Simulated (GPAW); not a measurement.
# Ballistic transport through bithiophene-5,5'-dithiol between two Al chains, cheap and dear

Aim: T(E), conductance and thermopower of bithiophene-5,5'-dithiol between two Al chains, and what cheaper settings cost in accuracy.

Calculated with GPAW 26.7.0; GPAW LCAO, PAW setups; Landauer transmission from Green's functions with principal layers (ASE), zero bias.

## (1) The structure

The cell holds 28 atoms: 12 Al, 4 S, 8 C and 4 H. Its edges and angles: a = 14.560 Å, b = 9.000 Å, c = 39.491 Å, α = 90.0°, β = 90.0°, γ = 90.0°. Regions: left lead, 6 atoms (6 Al); channel, 16 atoms (4 S, 8 C and 4 H); right lead, 6 atoms (6 Al). Vacuum lies along a and b. The structure is stacked along c, and the current runs across the ab planes.

## (2) Double-zeta polarised basis

The script solves lead and junction separately, takes H and S in the orbital basis, and joins semi-infinite leads through their self-energies; the dzp basis is the working standard.

run.py

```python
import json
import numpy as np
from ase import Atoms
from ase.transport.calculators import TransportCalculator
from gpaw import GPAW, FermiDirac
from gpaw.lcao.tools import get_lcao_hamiltonian
from scipy.linalg import eigh

# The junction with lead layers at both ends, along the third cell vector
device = Atoms(
    ['Al', 'Al', 'Al', 'Al', 'Al', 'Al', 'S', 'C', 'H', 'C', 'S', 'C', 'C', 'H', 'H', 'C', 'C', 'S', 'C', 'H', 'C', 'S', 'Al', 'Al', 'Al', 'Al', 'Al', 'Al'],
    positions=[
        [7.27985, 4.50000, 1.20000],
        [7.27985, 4.50000, 3.60000],
        [7.27985, 4.50000, 6.00000],
        [7.27985, 4.50000, 8.40000],
        [7.27985, 4.50000, 10.80000],
        [7.27985, 4.50000, 13.20000],
        [8.58669, 4.50001, 14.96980],
        [8.27923, 4.50001, 16.69606],
        [6.10477, 4.50003, 16.77085],
        [7.04670, 4.50002, 17.30533],
        [9.54671, 4.50001, 17.83421],
        [7.15449, 4.50002, 18.72939],
        [8.46657, 4.50001, 19.17477],
        [6.29372, 4.50003, 19.38738],
        [11.12355, 4.50003, 20.32951],
        [8.95004, 4.50002, 20.54266],
        [10.26261, 4.50002, 20.98749],
        [7.86982, 4.50001, 21.88430],
        [10.37065, 4.50002, 22.41102],
        [11.30970, 4.50002, 22.95141],
        [9.13861, 4.50001, 23.01901],
        [8.84569, 4.50001, 24.74565],
        [7.27985, 4.50000, 26.29102],
        [7.27985, 4.50000, 28.69102],
        [7.27985, 4.50000, 31.09102],
        [7.27985, 4.50000, 33.49102],
        [7.27985, 4.50000, 35.89102],
        [7.27985, 4.50000, 38.29102]],
    cell=[[14.5597, 0.0, 0.0], [0.0, 9.0, 0.0], [0.0, 0.0, 39.49102]],
    pbc=True)

# One principal layer of the lead: the first 4 atoms of the device
lead = Atoms(
    ['Al', 'Al', 'Al', 'Al'],
    positions=[
        [7.27985, 4.50000, 1.20000],
        [7.27985, 4.50000, 3.60000],
        [7.27985, 4.50000, 6.00000],
        [7.27985, 4.50000, 8.40000]],
    cell=[[14.5597, 0.0, 0.0], [0.0, 9.0, 0.0], [0.0, 0.0, 9.6]],
    pbc=True)

settings = dict(mode='lcao', basis='dzp', xc='PBE', h=0.2,
                occupations=FermiDirac(0.1), maxiter=250,
                mixer=dict(beta=0.1, nmaxold=8, weight=100.0),
                convergence=dict(density=0.0001))
energies = np.arange(-2, 2 + 1e-9, 0.05)
eta = 0.0001
n1, n2 = 1, 1
# k and -k transmit alike, so half of the mesh across the current serves
mesh = [(i, j) for i in range(n1) for j in range(n2) if (i, j) <= (-i % n1, -j % n2)]
weights = np.array([1 if (i, j) == (-i % n1, -j % n2) else 2 for i, j in mesh]) / (n1 * n2)


def ground_state(atoms, size, txt):
    atoms.calc = GPAW(kpts={'size': size, 'gamma': True}, symmetry={'tolerance': 1e-3}, txt=txt, **settings)
    atoms.get_potential_energy()
    return atoms.calc.get_fermi_level()


def blocks(atoms, fermi, points, nz, cells):
    """H - E_F S and S between cell 0 and the cells above it, at each point across the current."""
    kz = np.arange(nz) / nz
    calc = atoms.calc.fixed_density(kpts=[(*k, z) for k in points for z in kz], symmetry='off', txt=None)
    H, S = get_lcao_hamiltonian(calc)
    H = (H - fermi * S).reshape(len(H), len(points), nz, *S.shape[1:])
    S = S.reshape(H.shape[1:])
    phases = [np.exp(-2j * np.pi * kz * R) / nz for R in cells]
    return [(np.einsum('skzij,z->ksij', H, p), np.einsum('kzij,z->kij', S, p)) for p in phases]


def pair(a, b):
    return np.block([[a, b], [b.T.conj(), a]])


def count_channels(h, s, cells, nk=240):
    """Half the number of times that the lead's bands cross each energy, unfolded to its shortest repeat."""
    b = len(h) // cells
    bands = []
    for k in (np.arange(nk + 1) + 0.5) / nk:
        hk, sk = h[:b, :b].copy(), s[:b, :b].copy()
        for R in range(1, cells):
            phase, block = np.exp(2j * np.pi * k * R), slice(R * b, (R + 1) * b)
            hk += h[:b, block] * phase + (h[:b, block] * phase).T.conj()
            sk += s[:b, block] * phase + (s[:b, block] * phase).T.conj()
        w, u = eigh(sk)
        x = u[:, w > 1e-5] / w[w > 1e-5]**0.5  # drop near-dependent combinations
        bands.append(np.r_[eigh(x.T.conj() @ hk @ x, eigvals_only=True), [1e9] * (w <= 1e-5).sum()])
    below = np.array(bands)[:, :, None] < energies
    return (below[1:] != below[:-1]).sum((0, 1)) / 2


fermi_lead = ground_state(lead, (1, 1, 12), 'lead.txt')
fermi_device = ground_state(device, (1, 1, 2), 'device.txt')
T, channels, eigen, tail, misfit, shifts = [], [], [], 0.0, 0.0, []
for first in range(0, len(mesh), 141):
    points = [(i / n1, j / n2) for i, j in mesh[first:first + 141]]
    (H0k, S0k), (H1k, S1k), (H2k, _) = blocks(lead, fermi_lead, points, 5, range(3))
    [(Hk, Sk)] = blocks(device, fermi_device, points, 2, [0])
    tail = max(tail, abs(H2k).max())
    for H0, S0, H1, S1, H, S in zip(H0k, S0k, H1k, S1k, Hk, Sk):
        n = len(S0)
        # Shift the lead onto the potential of the device's first layer
        shift = ((H[:, 0, 0] - H0[:, 0, 0]) / S0[0, 0]).real.mean()
        shifts.append(shift)
        misfit = max(misfit, abs(H[:, :n, :n] - H0 - shift * S0).max())
        Tk, Ck, Ek = [], [], []
        for s in range(len(H)):
            t = s % len(H0)  # a lead without moments serves both spins
            h1, s1 = pair(H0[t] + shift * S0, H1[t] + shift * S1), pair(S0, S1)
            leads = dict(h1=h1, s1=s1, energies=energies, eta=eta, eta1=eta, eta2=eta)
            calc = TransportCalculator(h=H[s], s=S, eigenchannels=3, **leads)
            Tk.append(calc.get_transmission())
            Ek.append(np.sort(calc.eigenchannels_ne, axis=0)[::-1])
            Ck.append(count_channels(h1, s1, 8))
        T.append(Tk)
        channels.append(Ck)
        eigen.append(Ek)
T, channels = np.array(T), np.array(channels)
mean, open_channels = np.einsum('kse,k->se', T, weights), np.einsum('kse,k->se', channels, weights)

print(f'basis functions: device {len(S)}, principal layer {n}')
print(f'Fermi level: lead {fermi_lead:.4f} eV, device {fermi_device:.4f} eV; lead shifted by {np.mean(shifts):.4f} eV')
print(f'largest coupling past the next layer {tail:.2e} eV, largest misfit of the first layer {misfit:.3f} eV')
print('  E-E_F (eV)   ' + 'T (one spin)  channels')
for e, t, c in zip(energies, mean.T, open_channels.T):
    print(f'{e:10.3f}  ', *[f'{x:11.4e}' for x in t], *[f'{x:9.4f}' for x in c])

kT = 8.617333e-5 * 300
fine = np.linspace(energies[0], energies[-1], 4001)
both = np.exp(np.interp(fine, energies, np.log(np.maximum(mean.sum(0) * 2 / len(mean), 1e-30))))
fermi = lambda mu: 1 / (1 + np.exp(np.clip((fine - mu) / kT, -200, 200)))
slope = fermi(0) * (1 - fermi(0)) / kT
G = np.trapezoid(both * slope, fine) / 2
seebeck = -np.trapezoid(both * slope * fine, fine) / (2 * G * 300) * 1e6
print(f'conductance at 300 K: {G:.5g} G0 a cell; thermopower {seebeck:.4g} uV/K')
bias = [0.1, 0.2, 0.5, 1.0, 1.5, 2.0]
current = [38.74 * np.trapezoid(both * (fermi(V / 2) - fermi(-V / 2)), fine) for V in bias]
for V, I in zip(bias, current):
    print(f'current from the zero-bias T(E) at {V} V: {I:.5g} uA')
zero = abs(energies).argmin()
json.dump(dict(energies=energies.tolist(), T=mean.tolist(), channels=open_channels.tolist(), G=G, seebeck=seebeck,
               bias=bias, current=current, tail=tail, misfit=misfit, shift=np.mean(shifts), n_device=len(S), n_lead=n,
               fermi=[fermi_lead, fermi_device], energy=device.get_potential_energy(),
               moments=device.get_magnetic_moments().tolist(), mesh=mesh, weights=weights.tolist(),
               T_k=T[:, :, zero].tolist(), eigen=np.array(eigen[0]).tolist()), open('result.json', 'w'))
```

Command:

```
$ OMP_NUM_THREADS=1 OPENBLAS_NUM_THREADS=1 python run.py
```

Log:

```text
basis functions: device 332, principal layer 52
Fermi level: lead -3.5285 eV, device -3.2640 eV; lead shifted by -0.0033 eV
largest coupling past the next layer 1.91e-15 eV, largest misfit of the first layer 0.040 eV
  E-E_F (eV)   T (one spin)  channels
    -2.000    9.2808e-06    1.0000
    -1.950    6.6360e-06    1.0000
    -1.900    4.6848e-06    1.0000
    -1.850    3.2572e-06    1.0000
    -1.800    2.2236e-06    1.0000
    -1.750    1.4850e-06    1.0000
    -1.700    9.6560e-07    1.0000
    -1.650    6.0757e-07    1.0000
    -1.600    3.6686e-07    1.0000
    -1.550    2.1006e-07    1.0000
    -1.500    1.1200e-07    1.0000
    -1.450    5.3913e-08    1.0000
    -1.400    2.1998e-08    1.0000
    -1.350    6.3269e-09    1.0000
    -1.300    3.8131e-13    0.0000
    -1.250   -1.0836e-15    0.0000
[...]
1.650    7.7536e-01    3.0000
     1.700    9.3465e-01    3.0000
     1.750    9.9096e-01    3.0000
     1.800    9.1444e-01    3.0000
     1.850    7.6653e-01    3.0000
     1.900    6.1744e-01    3.0000
     1.950    4.9666e-01    3.0000
     2.000    4.0653e-01    3.0000
conductance at 300 K: 0.050066 G0 a cell; thermopower 0.8887 uV/K
current from the zero-bias T(E) at 0.1 V: 0.38601 uA
current from the zero-bias T(E) at 0.2 V: 0.76101 uA
current from the zero-bias T(E) at 0.5 V: 1.7416 uA
current from the zero-bias T(E) at 1.0 V: 2.6795 uA
current from the zero-bias T(E) at 1.5 V: 3.4959 uA
current from the zero-bias T(E) at 2.0 V: 4.5746 uA
```

It took 2.1 min on 1 thread of Arm Neoverse V1, shared host; peak memory 1.8 GiB.

This step gave:

- conductance: 0.05007 G₀
- largest coupling past the next principal layer: 1.91e-15 eV
- largest misfit of the first principal layer: 0.03999 eV
- shift that aligns the lead: -0.003269 eV
- basis functions of the junction: 332
- basis functions of a principal layer: 52
- transmission at the Fermi level (one spin): 0.05087
- open channels of the lead at the Fermi level (one spin): 2

One spin. Transmission, zone mean against energy, zero at the Fermi level:

| energy (eV) | transmission, zone mean |
| --- | --- |
| -2.00 | 9.3e-6 |
| -1.90 | 4.7e-6 |
| -1.80 | 2.2e-6 |
| -1.70 | 9.7e-7 |
| -1.55 | 2.1e-7 |
| -1.45 | 5.4e-8 |
| -1.35 | 6.3e-9 |
| -1.25 | 0 |
| -1.15 | 0 |
| -1.05 | 0 |
| -0.90 | 0 |
| -0.80 | 0 |
| -0.70 | 0 |
| -0.60 | 0 |
| -0.50 | 0 |
| -0.40 | 6.1e-4 |
| -0.25 | 0.0343 |
| -0.15 | 0.0446 |
| -0.05 | 0.0506 |
| 0.00 | 0.0509 |
| 0.05 | 0.0496 |
| 0.15 | 0.0444 |
| 0.25 | 0.0388 |
| 0.40 | 0.0338 |
| 0.50 | 0.0344 |
| 0.60 | 0.0399 |
| 0.70 | 0.0475 |
| 0.80 | 0.0526 |
| 0.90 | 0.0561 |
| 1.05 | 0.0686 |
| 1.15 | 0.0864 |
| 1.25 | 0.115 |
| 1.35 | 0.166 |
| 1.45 | 0.261 |
| 1.55 | 0.448 |
| 1.70 | 0.935 |
| 1.75 | 0.991 |
| 1.80 | 0.914 |
| 1.90 | 0.617 |
| 2.00 | 0.407 |

Crossings of the lead's bands, unfolded to its shortest repeat. Open channels, zone mean against energy, zero at the Fermi level:

| energy (eV) | open channels, zone mean |
| --- | --- |
| -2.000 | 1 |
| -1.800 | 1 |
| -1.600 | 1 |
| -1.400 | 1 |
| -1.200 | 0 |
| -1.000 | 0 |
| -0.800 | 0 |
| -0.600 | 0 |
| -0.400 | 2 |
| -0.200 | 2 |
| 0.000 | 2 |
| 0.200 | 2 |
| 0.400 | 2 |
| 0.600 | 2 |
| 0.800 | 2 |
| 1.000 | 3 |
| 1.200 | 3 |
| 1.400 | 3 |
| 1.600 | 3 |
| 1.800 | 3 |
| 2.000 | 3 |

Not self-consistent under bias; the bias window is split evenly. Table of current through one cell, from the zero-bias transmission by bias:

| bias (V) | current through one cell, from the zero-bias transmission (μA) |
| --- | --- |
| 0.100 | 0.386 |
| 0.200 | 0.761 |
| 0.500 | 1.74 |
| 1.000 | 2.68 |
| 1.500 | 3.50 |
| 2.000 | 4.57 |

Transmission of the three most open eigenchannels against energy, zero at the Fermi level:

| energy (eV) | channel 1 | channel 2 | channel 3 |
| --- | --- | --- | --- |
| -0.600 | 0 | 0 | 0 |
| -0.400 | 5.7e-4 | 4.5e-5 | 0 |
| -0.200 | 0.0391 | 6.1e-4 | 0 |
| 0.000 | 0.0506 | 3.1e-4 | 0 |
| 0.200 | 0.0415 | 4.6e-5 | 0 |
| 0.400 | 0.0334 | 4.3e-4 | 0 |
| 0.600 | 0.0325 | 0.00742 | 0 |
| 0.800 | 0.0382 | 0.0144 | 0 |
| 1.000 | 0.0531 | 0.00934 | 5.3e-6 |
| 1.200 | 0.0890 | 0.0101 | 1.2e-5 |
| 1.400 | 0.194 | 0.0118 | 1.7e-5 |
| 1.600 | 0.582 | 0.0142 | 2.3e-5 |
| 1.800 | 0.897 | 0.0171 | 3.1e-5 |
| 2.000 | 0.386 | 0.0206 | 4.2e-5 |

Couplings past the next layer reach 1.9e-15 eV, small enough to drop; the matrix elements of the cell's first layer differ from the bulk lead's by up to 0.040 eV. That layer keeps its own values in the calculation, and only beyond it is the lead taken as perfect. The Fermi levels of lead and junction count from different zeros of potential, one for each periodic cell; with both set to zero, the small remaining shift is what aligns them. By hand: G = 0.05007 × 77.48 μS = 3.88 μS, a resistance of 258 kΩ; at 0.1 V a linear junction would pass 0.388 μA, and the integral over the bias window gives 0.386 μA.

## (3) Single-zeta polarised basis

The second zeta is dropped, the polarisation orbitals stay.

run.py, as its differences from that of step 2:

```diff
@@ -54,3 +54,3 @@
 
-settings = dict(mode='lcao', basis='dzp', xc='PBE', h=0.2,
+settings = dict(mode='lcao', basis='szp(dzp)', xc='PBE', h=0.2,
                 occupations=FermiDirac(0.1), maxiter=250,
```

Log:

```text
basis functions: device 232, principal layer 36
Fermi level: lead -4.0283 eV, device -3.8530 eV; lead shifted by -0.0046 eV
largest coupling past the next layer 1.20e-15 eV, largest misfit of the first layer 0.044 eV
  E-E_F (eV)   T (one spin)  channels
    -2.000    1.1560e-05    1.0000
    -1.950    8.4777e-06    1.0000
    -1.900    6.1490e-06    1.0000
    -1.850    4.3995e-06    1.0000
    -1.800    3.0950e-06    1.0000
    -1.750    2.1317e-06    1.0000
    -1.700    1.4291e-06    1.0000
    -1.650    9.2484e-07    1.0000
    -1.600    5.7015e-07    1.0000
    -1.550    3.2719e-07    1.0000
    -1.500    1.6653e-07    1.0000
    -1.450    6.5359e-08    1.0000
    -1.400    6.1245e-09    1.0000
    -1.350    5.6502e-15    0.0000
    -1.300    8.2162e-16    0.0000
    -1.250    2.1016e-16    0.0000
[...]
1.650    3.5759e-01    3.0000
     1.700    3.0684e-01    3.0000
     1.750    2.7043e-01    3.0000
     1.800    2.4428e-01    3.0000
     1.850    2.2561e-01    3.0000
     1.900    2.1259e-01    3.0000
     1.950    2.0398e-01    3.0000
     2.000    1.9897e-01    3.0000
conductance at 300 K: 0.037884 G0 a cell; thermopower -5.866 uV/K
current from the zero-bias T(E) at 0.1 V: 0.29208 uA
current from the zero-bias T(E) at 0.2 V: 0.5758 uA
current from the zero-bias T(E) at 0.5 V: 1.3228 uA
current from the zero-bias T(E) at 1.0 V: 2.2809 uA
current from the zero-bias T(E) at 1.5 V: 3.5965 uA
current from the zero-bias T(E) at 2.0 V: 5.8423 uA
```

Run time: 1.9 min. Hardware: 1 thread; peak memory 1.7 GiB.

Numbers from this step:

```yaml
conductance: 0.03788 G₀
thermopower: -5.866 μV/K
largest_coupling_past_the_next_principal_layer: 1.20e-15 eV
largest_misfit_of_the_first_principal_layer: 0.04415 eV
shift_that_aligns_the_lead: -0.004593 eV
basis_functions_of_the_junction: 232
basis_functions_of_a_principal_layer: 36
transmission_at_the_fermi_level_one_spin: 0.03851
```

One spin. The transmission, zone mean by energy, zero at the Fermi level:

| energy (eV) | transmission, zone mean |
| --- | --- |
| -2.00 | 1.2e-5 |
| -1.90 | 6.1e-6 |
| -1.80 | 3.1e-6 |
| -1.70 | 1.4e-6 |
| -1.55 | 3.3e-7 |
| -1.45 | 6.5e-8 |
| -1.35 | 0 |
| -1.25 | 0 |
| -1.15 | 0 |
| -1.05 | 0 |
| -0.90 | 0 |
| -0.80 | 0 |
| -0.70 | 0 |
| -0.60 | 0 |
| -0.50 | 0 |
| -0.40 | 8.5e-11 |
| -0.25 | 0.0196 |
| -0.15 | 0.0289 |
| -0.05 | 0.0364 |
| 0.00 | 0.0385 |
| 0.05 | 0.0393 |
| 0.15 | 0.0385 |
| 0.25 | 0.0369 |
| 0.40 | 0.0421 |
| 0.50 | 0.0595 |
| 0.60 | 0.0673 |
| 0.70 | 0.0712 |
| 0.80 | 0.0850 |
| 0.90 | 0.117 |
| 1.05 | 0.221 |
| 1.15 | 0.384 |
| 1.25 | 0.697 |
| 1.35 | 0.992 |
| 1.45 | 0.817 |
| 1.55 | 0.527 |
| 1.70 | 0.307 |
| 1.80 | 0.244 |
| 1.90 | 0.213 |
| 2.00 | 0.199 |

Crossings of the lead's bands, unfolded to its shortest repeat. Table of open channels, zone mean by energy, zero at the Fermi level:

energy (eV), open channels, zone mean and a bar:
```
   -2.000       1.00 ##########
   -1.800       1.00 ##########
   -1.600       1.00 ##########
   -1.400       1.00 ##########
   -1.200       0.00 
   -1.000       0.00 
   -0.800       0.00 
   -0.600       0.00 
   -0.400       0.00 
   -0.200       2.00 ####################
    0.000       2.00 ####################
    0.200       2.00 ####################
    0.400       2.00 ####################
    0.600       2.00 ####################
    0.800       3.00 ##############################
    1.000       3.00 ##############################
    1.200       3.00 ##############################
    1.400       3.00 ##############################
    1.600       3.00 ##############################
    1.800       3.00 ##############################
    2.000       3.00 ##############################
```

Not self-consistent under bias; the bias window is split evenly. Table of current through one cell, from the zero-bias transmission by bias:

| bias (V) | current through one cell, from the zero-bias transmission (μA) |
| --- | --- |
| 0.100 | 0.292 |
| 0.200 | 0.576 |
| 0.500 | 1.32 |
| 1.000 | 2.28 |
| 1.500 | 3.60 |
| 2.000 | 5.84 |

Transmission of the three most open eigenchannels against energy, zero at the Fermi level:

| energy (eV) | channel 1 | channel 2 | channel 3 |
| --- | --- | --- | --- |
| -2.00 | 1.2e-5 | 0 | 0 |
| -1.90 | 6.1e-6 | 0 | 0 |
| -1.80 | 3.1e-6 | 0 | 0 |
| -1.70 | 1.4e-6 | 0 | 0 |
| -1.55 | 3.3e-7 | 0 | 0 |
| -1.45 | 6.5e-8 | 0 | 0 |
| -1.35 | 0 | 0 | 0 |
| -1.25 | 0 | 0 | 0 |
| -1.15 | 0 | 0 | 0 |
| -1.05 | 0 | 0 | 0 |
| -0.90 | 0 | 0 | 0 |
| -0.80 | 0 | 0 | 0 |
| -0.70 | 0 | 0 | 0 |
| -0.60 | 0 | 0 | 0 |
| -0.50 | 0 | 0 | 0 |
| -0.40 | 8.1e-11 | 3.3e-12 | 0 |
| -0.25 | 0.0190 | 6.1e-4 | 0 |
| -0.15 | 0.0283 | 6.7e-4 | 0 |
| -0.05 | 0.0360 | 4.8e-4 | 0 |
| 0.00 | 0.0382 | 3.3e-4 | 0 |
| 0.05 | 0.0391 | 2.0e-4 | 0 |
| 0.15 | 0.0384 | 6.4e-5 | 5.0e-12 |
| 0.25 | 0.0367 | 1.6e-4 | 6.9e-12 |
| 0.40 | 0.0367 | 0.00539 | 1.1e-12 |
| 0.50 | 0.0396 | 0.0198 | 0 |
| 0.60 | 0.0458 | 0.0214 | 0 |
| 0.70 | 0.0567 | 0.0145 | 3.1e-12 |
| 0.80 | 0.0749 | 0.0101 | 5.6e-6 |
| 0.90 | 0.106 | 0.0105 | 1.2e-5 |
| 1.05 | 0.210 | 0.0117 | 1.8e-5 |
| 1.15 | 0.371 | 0.0127 | 2.1e-5 |
| 1.25 | 0.683 | 0.0140 | 2.3e-5 |
| 1.35 | 0.976 | 0.0155 | 2.6e-5 |
| 1.45 | 0.799 | 0.0173 | 2.9e-5 |
| 1.55 | 0.508 | 0.0193 | 3.2e-5 |
| 1.70 | 0.284 | 0.0229 | 3.7e-5 |
| 1.80 | 0.219 | 0.0256 | 4.1e-5 |
| 1.90 | 0.184 | 0.0287 | 4.6e-5 |
| 2.00 | 0.167 | 0.0320 | 5.2e-5 |

The conductance, 0.0379 G₀, lies 24 % below that of the dzp run.

## (4) GPAW, sz: basis = "sz(dzp)"

The minimal basis is the cheapest rung: no second zeta and no polarisation.

run.py, as its differences from that of step 3:

```diff
@@ -54,3 +54,3 @@
 
-settings = dict(mode='lcao', basis='szp(dzp)', xc='PBE', h=0.2,
+settings = dict(mode='lcao', basis='sz(dzp)', xc='PBE', h=0.2,
                 occupations=FermiDirac(0.1), maxiter=250,
```

Log:

```text
basis functions: device 100, principal layer 16
Fermi level: lead -4.2972 eV, device -4.1268 eV; lead shifted by 0.0097 eV
largest coupling past the next layer 1.13e-15 eV, largest misfit of the first layer 0.049 eV
  E-E_F (eV)   T (one spin)  channels
    -2.000    3.4149e-06    1.0000
    -1.950    2.1146e-06    1.0000
    -1.900    1.2356e-06    1.0000
[...]
1.950    1.7766e-01    3.0000
     2.000    1.6560e-01    3.0000
conductance at 300 K: 0.041847 G0 a cell; thermopower -3.572 uV/K
current from the zero-bias T(E) at 0.1 V: 0.32232 uA
current from the zero-bias T(E) at 0.2 V: 0.63368 uA
current from the zero-bias T(E) at 0.5 V: 1.4415 uA
current from the zero-bias T(E) at 1.0 V: 2.4851 uA
current from the zero-bias T(E) at 1.5 V: 3.5388 uA
current from the zero-bias T(E) at 2.0 V: 5.4971 uA
```

Elapsed: 69 s, on 1 thread; peak memory 1.6 GiB.

Numbers from this step:

- conductance: 0.04185 G₀
- thermopower: -3.572 μV/K
- largest coupling past the next principal layer: 1.13e-15 eV
- largest misfit of the first principal layer: 0.04903 eV
- shift that aligns the lead: 0.009713 eV
- basis functions of the junction: 100
- basis functions of a principal layer: 16
- transmission at the Fermi level (one spin): 0.04266

The conductance, 0.0418 G₀, lies 16 % below that of the dzp run.

[end of part 1 of 2]

[Logs are printed without paths, hosts, clocks, repeated set-up lines and the standing remarks that a program may print on its own settings, such as how far it seeks lower states.]

[Hosts, paths, dates, database ids (printed as entryN), source tags and the programs' standing remarks are cut or masked in the printed files.]
